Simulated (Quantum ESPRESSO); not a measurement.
# Dipole at the next field: Y2NF2 MXene, 1 layer

Method. Quantum ESPRESSO 7.5, RPBE, GBRV ultrasoft, PBE files; sawtooth field along the normal with dipole correction, ions clamped, threshold 1e-9 Ry; cell area 10.378 Å².

```tsv
field (V/Å)	dipole (e Å a cell)
0	−0.00004
0.1	0.03002
0.2	0.06008
```

**Question.** What is the dipole at 0.3 V/Å, and what electrostatic thickness 4πα/A follows from the rows?

**Worked estimate.** The slope is (0.06008 − (−0.00004))/0.2 = 0.3006 e Å²/V, so 4πα/A = 180.95 × 0.3006/10.378 = 5.24 Å. Linear response gives p = −0.00004 + 0.3006 × (0.3) = 0.09014 e Å; a parabola through the three rows gives 0.09014.

What the calculation gave: p = 0.09013 e Å. The line misses by 0.0 % of the induced dipole and the parabola by 0.0 %. The response is linear over this range.

**Limits.** Electrons alone respond; local and semilocal functionals tend to overscreen.

[Logs are printed without paths, hosts, clocks, repeated set-up lines and the standing remarks that a program may print on its own settings, such as how far it seeks lower states.]
